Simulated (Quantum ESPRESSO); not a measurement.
# How CdSe (Cadmoselite) absorbs and reflects light, part 2 of 3

Wanted: where CdSe (Cadmoselite) starts to absorb, how strongly, and its refractive index. The cell comes from an older database entry, whose edges can differ from later determinations, mostly by under a per cent.

Quantum ESPRESSO 7.5; DFT, PBE, plane waves with norm-conserving potentials (PseudoDojo), scalar-relativistic, independent-particle optical response without local fields and without the non-local commutator.

So far. Step 2 (Ground state): There is a gap, 0.70 eV on this mesh (points off the mesh can give less), so no carriers' term is needed.

The database entry behind the starting cell differs from later determinations by our own check (inner coordinate of an old entry), so it need not match the best structure at ambient conditions.

## (3) Ground state with the final occupations

Level of this step: DFT, PBE, plane waves with norm-conserving potentials (PseudoDojo), scalar-relativistic, ground state (Quantum ESPRESSO).

The ground state once more, with the occupations that the first run showed to fit.

Contents of scf.in:

```
&control
  calculation = 'scf'
  prefix = 'x'
  outdir = './tmp'
  pseudo_dir = './'
  verbosity = 'high'
/
&system
  ibrav = 0
  nat = 4
  ntyp = 2
  ecutwfc = 90
  occupations = 'fixed'
/
&electrons
  conv_thr = 1e-09
  electron_maxstep = 100
/
ATOMIC_SPECIES
  Cd 1.0 Cd.upf
  Se 1.0 Se.upf
CELL_PARAMETERS angstrom
  4.300000000016 0.000000000000 0.000000000000
  -2.150000000008 3.723909236286 0.000000000000
  0.000000000000 0.000000000000 7.020000000000
ATOMIC_POSITIONS crystal
  Cd 0.666666666667 0.333333333333 0.500000000000
  Cd 0.333333333333 0.666666666667 0.000000000000
  Se 0.666666666667 0.333333333333 0.885000000000
  Se 0.333333333333 0.666666666667 0.385000000000
K_POINTS automatic
  6 6 3 0 0 0
```

Run with:

```
$ mpirun -n 4 pw.x -nk 4 -in scf.in
```

Output:

```text
[banner, memory and clock lines left out]

     using ibrav=0 with symmetry is DISCOURAGED, use correct ibrav instead

     G-vector sticks info

     bravais-lattice index     =            0
     lattice parameter (alat)  =       8.1258  a.u.
     unit-cell volume          =     758.5798 (a.u.)^3
     number of atoms/cell      =            4
     number of atomic types    =            2
     number of electrons       =        72.00
     number of Kohn-Sham states=           36
     kinetic-energy cutoff     =      90.0000  Ry
     charge density cutoff     =     360.0000  Ry
     scf convergence threshold =      1.0E-09
     mixing beta               =       0.7000
     number of iterations used =            8  plain     mixing
     Exchange-correlation= PBE
                           (   1   4   3   4   0   0   0)

     celldm(1)=   8.125822  celldm(2)=   0.000000  celldm(3)=   0.000000
     celldm(4)=   0.000000  celldm(5)=   0.000000  celldm(6)=   0.000000

     crystal axes: (cart. coord. in units of alat)
               a(1) = (   1.000000   0.000000   0.000000 )
               a(2) = (  -0.500000   0.866025   0.000000 )
               a(3) = (   0.000000   0.000000   1.632558 )

     reciprocal axes: (cart. coord. in units 2 pi/alat)
               b(1) = (  1.000000  0.577350 -0.000000 )
               b(2) = (  0.000000  1.154701  0.000000 )
               b(3) = (  0.000000 -0.000000  0.612536 )

     ./Cd.upf
     Pseudo is Norm-conserving + core correction, Zval = 20.0
     Generated using ONCVPSP code by D. R. Hamann
     Using radial grid of 1368 points,  6 beta functions with:
                l(1) =   0
                l(2) =   0
                l(3) =   1
                l(4) =   1
                l(5) =   2
                l(6) =   2

     ./Se.upf
     Pseudo is Norm-conserving + core correction, Zval = 16.0
     Generated using ONCVPSP code by D. R. Hamann
     Using radial grid of 1214 points,  6 beta functions with:
                l(1) =   0
                l(2) =   0
                l(3) =   1
                l(4) =   1
                l(5) =   2
                l(6) =   2

     atomic species   valence    mass     pseudopotential
     Cd               20.00     1.00000     Cd( 1.00)
     Se               16.00     1.00000     Se( 1.00)

     12 Sym. Ops. (no inversion) found ( 6 have fractional translation)

                                    s                        frac. trans.

     [... symmetry matrices left out ...]
   Cartesian axes

     site n.     atom                  positions (alat units)
         1        Cd     tau(   1) = (   0.5000000   0.2886751   0.8162791  )
         2        Cd     tau(   2) = (  -0.0000000   0.5773503   0.0000000  )
         3        Se     tau(   3) = (   0.5000000   0.2886751   1.4448140  )
         4        Se     tau(   4) = (  -0.0000000   0.5773503   0.6285349  )

   Crystallographic axes

     site n.     atom                  positions (cryst. coord.)
         1        Cd     tau(   1) = (  0.6666667  0.3333333  0.5000000  )
         2        Cd     tau(   2) = (  0.3333333  0.6666667  0.0000000  )
         3        Se     tau(   3) = (  0.6666667  0.3333333  0.8850000  )
         4        Se     tau(   4) = (  0.3333333  0.6666667  0.3850000  )

     number of k points=    14
                       cart. coord. in units 2pi/alat
        k(    1) = (   0.0000000   0.0000000   0.0000000), wk =   0.0185185
        k(    2) = (   0.0000000   0.0000000   0.2041785), wk =   0.0370370
        k(    3) = (   0.0000000   0.1924501   0.0000000), wk =   0.1111111
        k(    4) = (   0.0000000   0.1924501   0.2041785), wk =   0.2222222
        k(    5) = (   0.0000000   0.3849002   0.0000000), wk =   0.1111111
        k(    6) = (   0.0000000   0.3849002   0.2041785), wk =   0.2222222
        k(    7) = (   0.0000000  -0.5773503   0.0000000), wk =   0.0555556
        k(    8) = (   0.0000000  -0.5773503   0.2041785), wk =   0.1111111
        k(    9) = (   0.1666667   0.2886751   0.0000000), wk =   0.1111111
        k(   10) = (   0.1666667   0.2886751   0.2041785), wk =   0.2222222
        k(   11) = (   0.1666667   0.4811252   0.0000000), wk =   0.2222222
        k(   12) = (   0.1666667   0.4811252   0.2041785), wk =   0.4444444
        k(   13) = (   0.3333333   0.5773503   0.0000000), wk =   0.0370370
        k(   14) = (   0.3333333   0.5773503   0.2041785), wk =   0.0740741

                       cryst. coord.
        k(    1) = (   0.0000000   0.0000000   0.0000000), wk =   0.0185185
        k(    2) = (   0.0000000   0.0000000   0.3333333), wk =   0.0370370
[...]
k(    7) = (   0.0000000  -0.5000000   0.0000000), wk =   0.0555556
        k(    8) = (   0.0000000  -0.5000000   0.3333333), wk =   0.1111111
        k(    9) = (   0.1666667   0.1666667   0.0000000), wk =   0.1111111
        k(   10) = (   0.1666667   0.1666667   0.3333333), wk =   0.2222222
        k(   11) = (   0.1666667   0.3333333   0.0000000), wk =   0.2222222
        k(   12) = (   0.1666667   0.3333333   0.3333333), wk =   0.4444444
        k(   13) = (   0.3333333   0.3333333   0.0000000), wk =   0.0370370
        k(   14) = (   0.3333333   0.3333333   0.3333333), wk =   0.0740741

     Dense  grid:    87555 G-vectors     FFT dimensions: (  50,  50,  90)

     Initial potential from superposition of free atoms

     starting charge      71.9994, renormalised to      72.0000
     Starting wfcs are   38 randomized atomic wfcs

     Self-consistent Calculation

     iteration #  1     ecut=    90.00 Ry     beta= 0.70
     Davidson diagonalization with overlap

           121 MiB given to the printing process from OS
            84 MiB allocation reported by mallinfo(arena+hblkhd)
------------------
     ethr =  1.00E-02,  avg # of iterations =  2.0

     Threshold (ethr) on eigenvalues was too large:
     Diagonalizing with lowered threshold

     Davidson diagonalization with overlap

           143 MiB given to the printing process from OS
            94 MiB allocation reported by mallinfo(arena+hblkhd)
------------------
     ethr =  2.51E-04,  avg # of iterations =  3.5

     total energy              =   -1186.38280520 Ry
     estimated scf accuracy    <       0.17803002 Ry

     iteration #  2     ecut=    90.00 Ry     beta= 0.70
     Davidson diagonalization with overlap

           150 MiB given to the printing process from OS
           119 MiB allocation reported by mallinfo(arena+hblkhd)
------------------
     ethr =  2.47E-04,  avg # of iterations =  3.1

     total energy              =   -1186.43678988 Ry
     estimated scf accuracy    <       0.07883394 Ry

     iteration #  3     ecut=    90.00 Ry     beta= 0.70
     Davidson diagonalization with overlap

           155 MiB given to the printing process from OS
           123 MiB allocation reported by mallinfo(arena+hblkhd)
------------------
     ethr =  1.09E-04,  avg # of iterations =  2.1

     total energy              =   -1186.45299187 Ry
     estimated scf accuracy    <       0.00116119 Ry

     iteration #  4     ecut=    90.00 Ry     beta= 0.70
     Davidson diagonalization with overlap

           158 MiB given to the printing process from OS
           126 MiB allocation reported by mallinfo(arena+hblkhd)
------------------
     ethr =  1.61E-06,  avg # of iterations =  5.4

     total energy              =   -1186.45354754 Ry
     estimated scf accuracy    <       0.00029463 Ry

     iteration #  5     ecut=    90.00 Ry     beta= 0.70
     Davidson diagonalization with overlap

           161 MiB given to the printing process from OS
           129 MiB allocation reported by mallinfo(arena+hblkhd)
------------------
     ethr =  4.09E-07,  avg # of iterations =  2.0

     total energy              =   -1186.45356465 Ry
     estimated scf accuracy    <       0.00002808 Ry

     iteration #  6     ecut=    90.00 Ry     beta= 0.70
     Davidson diagonalization with overlap

           163 MiB given to the printing process from OS
           131 MiB allocation reported by mallinfo(arena+hblkhd)
------------------
     ethr =  3.90E-08,  avg # of iterations =  3.9

     total energy              =   -1186.45357571 Ry
     estimated scf accuracy    <       0.00000290 Ry

     iteration #  7     ecut=    90.00 Ry     beta= 0.70
     Davidson diagonalization with overlap

           166 MiB given to the printing process from OS
           134 MiB allocation reported by mallinfo(arena+hblkhd)
------------------
     ethr =  4.02E-09,  avg # of iterations =  3.1

     total energy              =   -1186.45357626 Ry
     estimated scf accuracy    <       0.00000004 Ry

     iteration #  8     ecut=    90.00 Ry     beta= 0.70
     Davidson diagonalization with overlap

           168 MiB given to the printing process from OS
           137 MiB allocation reported by mallinfo(arena+hblkhd)
------------------
     ethr =  5.25E-11,  avg # of iterations =  6.4

     total energy              =   -1186.45357631 Ry
     estimated scf accuracy    <       0.00000004 Ry

     iteration #  9     ecut=    90.00 Ry     beta= 0.70
     Davidson diagonalization with overlap

           171 MiB given to the printing process from OS
           139 MiB allocation reported by mallinfo(arena+hblkhd)
------------------
     ethr =  5.25E-11,  avg # of iterations =  2.0

     total energy              =   -1186.45357631 Ry
     estimated scf accuracy    <          5.1E-09 Ry

     iteration # 10     ecut=    90.00 Ry     beta= 0.70
     Davidson diagonalization with overlap

           174 MiB given to the printing process from OS
           142 MiB allocation reported by mallinfo(arena+hblkhd)
------------------
     ethr =  7.12E-12,  avg # of iterations =  3.6

     End of self-consistent calculation

          k = 0.0000 0.0000 0.0000 ( 10949 PWs)   bands (ev):

   -93.9044 -93.9042 -54.9673 -54.9671 -54.9647 -54.9647 -54.9646 -54.9646
   -38.9294 -38.9294 -38.9294 -38.9294 -38.9133 -38.9133 -38.9132 -38.9132
   -38.9114 -38.9113  -4.8181  -4.4512  -0.1547  -0.1547  -0.0992  -0.0992
    -0.0924   0.2025   0.2025   0.2669   0.2669   0.5478   3.5431   7.0591
     7.0591   7.7645   7.7746   7.7746

     occupation numbers
     1.0000   1.0000   1.0000   1.0000   1.0000   1.0000   1.0000   1.0000
     1.0000   1.0000   1.0000   1.0000   1.0000   1.0000   1.0000   1.0000
     1.0000   1.0000   1.0000   1.0000   1.0000   1.0000   1.0000   1.0000
     1.0000   1.0000   1.0000   1.0000   1.0000   1.0000   1.0000   1.0000
     1.0000   1.0000   1.0000   1.0000

     [... further k points left out ...]

     highest occupied level (ev):     7.7746

!    total energy              =   -1186.45357631 Ry
     estimated scf accuracy    <          2.2E-11 Ry

     The total energy is the sum of the following terms:
     one-electron contribution =    -784.89019259 Ry
     hartree contribution      =     404.00667076 Ry
     xc contribution           =    -193.84063404 Ry
     ewald contribution        =    -611.72942044 Ry

     convergence has been achieved in  10 iterations

     XML data file, charge density, pseudopotentials, collected wavefunctions

                                        0.00s GPU  (     218 calls)
```

Wall time 31 s (4 MPI ranks of Intel Xeon Platinum 8559C (Emerald Rapids), shared host); peak memory 0.17 GiB; 2.1 min of CPU time.

## (4) Bands on the whole mesh, 9×9×5

The response needs many more empty bands than the density does.

This step: DFT, PBE, plane waves with norm-conserving potentials (PseudoDojo), scalar-relativistic, bands at fixed density (Quantum ESPRESSO 7.5).

nscf.in, as its differences from scf.in of step 3:

```diff
@@ -1,3 +1,3 @@
 &control
-  calculation = 'scf'
+  calculation = 'nscf'
   prefix = 'x'
@@ -5,3 +5,2 @@
   pseudo_dir = './'
-  verbosity = 'high'
 /
@@ -13,2 +12,5 @@
   occupations = 'fixed'
+  nbnd = 78
+  nosym = .true.
+  noinv = .true.
 /
@@ -17,2 +19,3 @@
   electron_maxstep = 100
+  diago_full_acc = .true.
 /
@@ -31,2 +34,2 @@
 K_POINTS automatic
-  6 6 3 0 0 0
+  9 9 5 0 0 0
```

Run with:

```
$ mpirun -n 4 pw.x -nk 4 -in nscf.in
```

Output:

```text
[banner, memory and clock lines left out]

     Atomic positions and unit cell read from directory:

     G-vector sticks info

     bravais-lattice index     =            0
     lattice parameter (alat)  =       8.1258  a.u.
     unit-cell volume          =     758.5798 (a.u.)^3
     number of atoms/cell      =            4
     number of atomic types    =            2
     number of electrons       =        72.00
     number of Kohn-Sham states=           78
     kinetic-energy cutoff     =      90.0000  Ry
     charge density cutoff     =     360.0000  Ry
     Exchange-correlation= PBE
                           (   1   4   3   4   0   0   0)

     celldm(1)=   8.125822  celldm(2)=   0.000000  celldm(3)=   0.000000
     celldm(4)=   0.000000  celldm(5)=   0.000000  celldm(6)=   0.000000

     crystal axes: (cart. coord. in units of alat)
               a(1) = (   1.000000   0.000000   0.000000 )
               a(2) = (  -0.500000   0.866025   0.000000 )
               a(3) = (   0.000000   0.000000   1.632558 )

     reciprocal axes: (cart. coord. in units 2 pi/alat)
               b(1) = (  1.000000  0.577350 -0.000000 )
               b(2) = (  0.000000  1.154701  0.000000 )
               b(3) = (  0.000000 -0.000000  0.612536 )

     ./Cd.upf
     Pseudo is Norm-conserving + core correction, Zval = 20.0
     Generated using ONCVPSP code by D. R. Hamann
     Using radial grid of 1368 points,  6 beta functions with:
                l(1) =   0
                l(2) =   0
                l(3) =   1
                l(4) =   1
                l(5) =   2
                l(6) =   2

     ./Se.upf
     Pseudo is Norm-conserving + core correction, Zval = 16.0
     Generated using ONCVPSP code by D. R. Hamann
     Using radial grid of 1214 points,  6 beta functions with:
                l(1) =   0
                l(2) =   0
                l(3) =   1
                l(4) =   1
                l(5) =   2
                l(6) =   2

     atomic species   valence    mass     pseudopotential
     Cd               20.00     1.00000     Cd( 1.00)
     Se               16.00     1.00000     Se( 1.00)

     No symmetry found

   Cartesian axes

     site n.     atom                  positions (alat units)
         1        Cd     tau(   1) = (   0.5000000   0.2886751   0.8162791  )
         2        Cd     tau(   2) = (  -0.0000000   0.5773503   0.0000000  )
         3        Se     tau(   3) = (   0.5000000   0.2886751   1.4448140  )
         4        Se     tau(   4) = (  -0.0000000   0.5773503   0.6285349  )

     number of k points=   405

     Number of k-points >= 100: set verbosity='high' to print them.

     Dense  grid:    87555 G-vectors     FFT dimensions: (  50,  50,  81)

     The potential is recalculated from file :

     Starting wfcs are   38 randomized atomic wfcs +   40 random wfcs

     Band Structure Calculation
     Davidson diagonalization with overlap

     ethr =  1.39E-12,  avg # of iterations = 59.7

     End of band structure calculation

     Number of k-points >= 100: set verbosity='high' to print the bands.

     highest occupied, lowest unoccupied level (ev):     7.7746    8.4755

     XML data file, pseudopotentials, collected wavefunctions

                                        0.00s GPU  (    6447 calls)

[... left out ...]
ulation
     Davidson diagonalization with overlap

     ethr =  1.39E-12,  avg # of iterations = 59.7

     End of band structure calculation

     Number of k-points >= 100: set verbosity='high' to print the bands.

     highest occupied, lowest unoccupied level (ev):     7.7746    8.4755

     XML data file, pseudopotentials, collected wavefunctions

                                        0.00s GPU  (    6447 calls)
```

Run time: 24 min. Hardware: 4 MPI ranks; peak memory 0.15 GiB.

[end of part 2 of 3]

[Machine, clock, banner and «Message from routine» lines are left out of the logs.]

[Logs are printed without paths, hosts, clocks, repeated set-up lines and the standing remarks that a program may print on its own settings, such as how far it seeks lower states.]

[Hosts, paths, dates, database ids (printed as entryN), source tags and the programs' standing remarks are cut or masked in the printed files.]
